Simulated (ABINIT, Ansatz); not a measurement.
# Calculated records

```xyz
5
Lattice="5.949 0.000 0.000 0.000 5.949 0.000 0.000 0.000 5.949" Properties=species:S:1:pos:R:3 pbc="T T T" subject="CsPbBr3 (Pm-3m): G0W0 with ABINIT, start to end" method="RPA screening on PBE, plane waves, norm-conserving pseudopotentials (and 2 further levels or steps)" program="ABINIT 10.8.3" settings="cutoff 34 Ha, PseudoDojo scalar-relativistic 0.4 stringent, norm-conserving, potential set dojo-sr-pbe-0.4-stringent, ngkpt (2, 2, 2), nband 530, ecuteps 8 Ha, inclvkb 2, shiftk (0, 0, 0), symchi 1, awtr 1, frequency ppm, 2×2×2 k-mesh" cost="5 runs, 47 min in all on 4 MPI ranks of Arm Neoverse V1, shared host" notes="The cell and positions are those that the Materials Project relaxed with its own functionals (PBE, PBE+U or r2SCAN), kept fixed. Limits: no spin-orbit coupling. The calculation has static nuclei and no excitons; a measured gap holds zero-point and thermal motion, which in such lone-pair compounds can raise it as well as lower it. With atoms this heavy the missing spin-orbit coupling may be the largest error. The 2×2×2 mesh is coarse for this cell, which bears on the long-range parts of exchange and screening." pbe_gap="1.69 eV, direct" g0w0_gap_on_the_mesh="3.45 eV" gw_settings="2×2×2 mesh, 530 bands, screening to 217.7 eV, Godby-Needs plasmon pole" known_limits="short of the basis limit; no spin-orbit coupling; coarse k mesh"
Cs    0.000    0.000    0.000
Pb    2.974    2.974    2.974
Br    2.974    2.974    0.000
Br    2.974    0.000    2.974
Br    0.000    2.974    2.974
```

[Long decimals in the printed logs are rounded to 6 places.]

[Logs are printed without paths, hosts, clocks, repeated set-up lines and the standing remarks that a program may print on its own settings, such as how far it seeks lower states.]

[Paths, hosts, dates, memory and timing lines, banners, echoed tables and standing remarks are left out of the program output; an Ansatz launch command may be rebuilt from the run's recorded settings. Measured values are a selection of at most five: reports struck by readers or far from the other reports are left out. None is set beside runs whose start may be inverted or whose files or cutoffs have a known fault.]

[Runs of the session that timed out or met a known fault of the program may be left out.]

[Hosts, paths, dates, database ids (printed as entryN), source tags and the programs' standing remarks are cut or masked in the printed files.]

[G0W0 gaps are taken among the corrected bands and points alone; a level outside them can change the order at an edge.]

[Where Ansatz stands beside ABINIT at settings called matched, ABINIT's density can come from a denser mesh and the files from another edition; pairs whose starting gaps differed by over 0.03 eV were left out, so agreement reads better than it is.]
